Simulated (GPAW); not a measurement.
# Surface energy and work function of Sr(110) from slabs of 4 to 14 layers (LDA)

How do energy and work function of Sr(110) films settle with thickness, and what surface energy follows?

**Method.** GPAW 26.7.0, plane waves at 450 eV with PAW setups; symmetric 1×1 slabs cut at the tabulated lattice constant (two decimals; low-temperature values for the alkali metals), atoms at bulk places, 7.5 Å of vacuum on each side, one in-plane mesh for all thicknesses, Fermi-Dirac smearing of 0.1 eV. Energies are extrapolated to zero smearing and count from the program's reference atoms. Functional LDA. The cell's area is 26.139 Å².

What came out, but for one run:

| layers | energy (eV) | work function (eV) |
| --- | --- | --- |
| 4 | −6.1473 | 2.69 |
| 5 | −8.0532 | 2.73 |
| 6 | −9.9572 | 2.72 |
| 7 | −11.8671 | 2.71 |
| 8 | −13.7769 | 2.72 |
| 9 | −15.6853 | 2.72 |
| 10 | −17.5938 | 2.72 |
| 11 | −19.5039 | 2.71 |
| 12 | −21.4126 | 2.72 |
| 14 | ? | ? |

To predict: What surface energy do these runs give, and what energy and work function should the 14-layer slab have?

**Working.** A slab of n layers has E(n) = nε + 2Aγ once its middle is bulk-like. A line through n = 6 to 12 has the slope ε = −1.9092 eV a layer and the intercept 2Aγ = 1.4973 eV (r.m.s. residual 0.5 meV). So γ = 1.4973 / (2 × 26.139 Å²) = 0.0286 eV/Å² = 0.46 J/m², with a standard error of under 0.01 J/m² from the scatter about the line. For 14 layers: 1.4973 + 14 × (−1.9092) = −25.231 eV; the run gives −25.231 eV, 0.3 meV over the line. The work function has no such law: from 6 to 12 layers it moves between 2.71 and 2.72 eV (mean 2.72), and the 14-layer slab gives 2.72 eV. The thinnest slab, 4 layers, lies −0.03 eV from that mean.

**Limits.** The surfaces are unrelaxed, so γ is an upper bound for this functional and lattice constant. The tabulated lattice constant isn't the functional's own, which strains the slab a little.
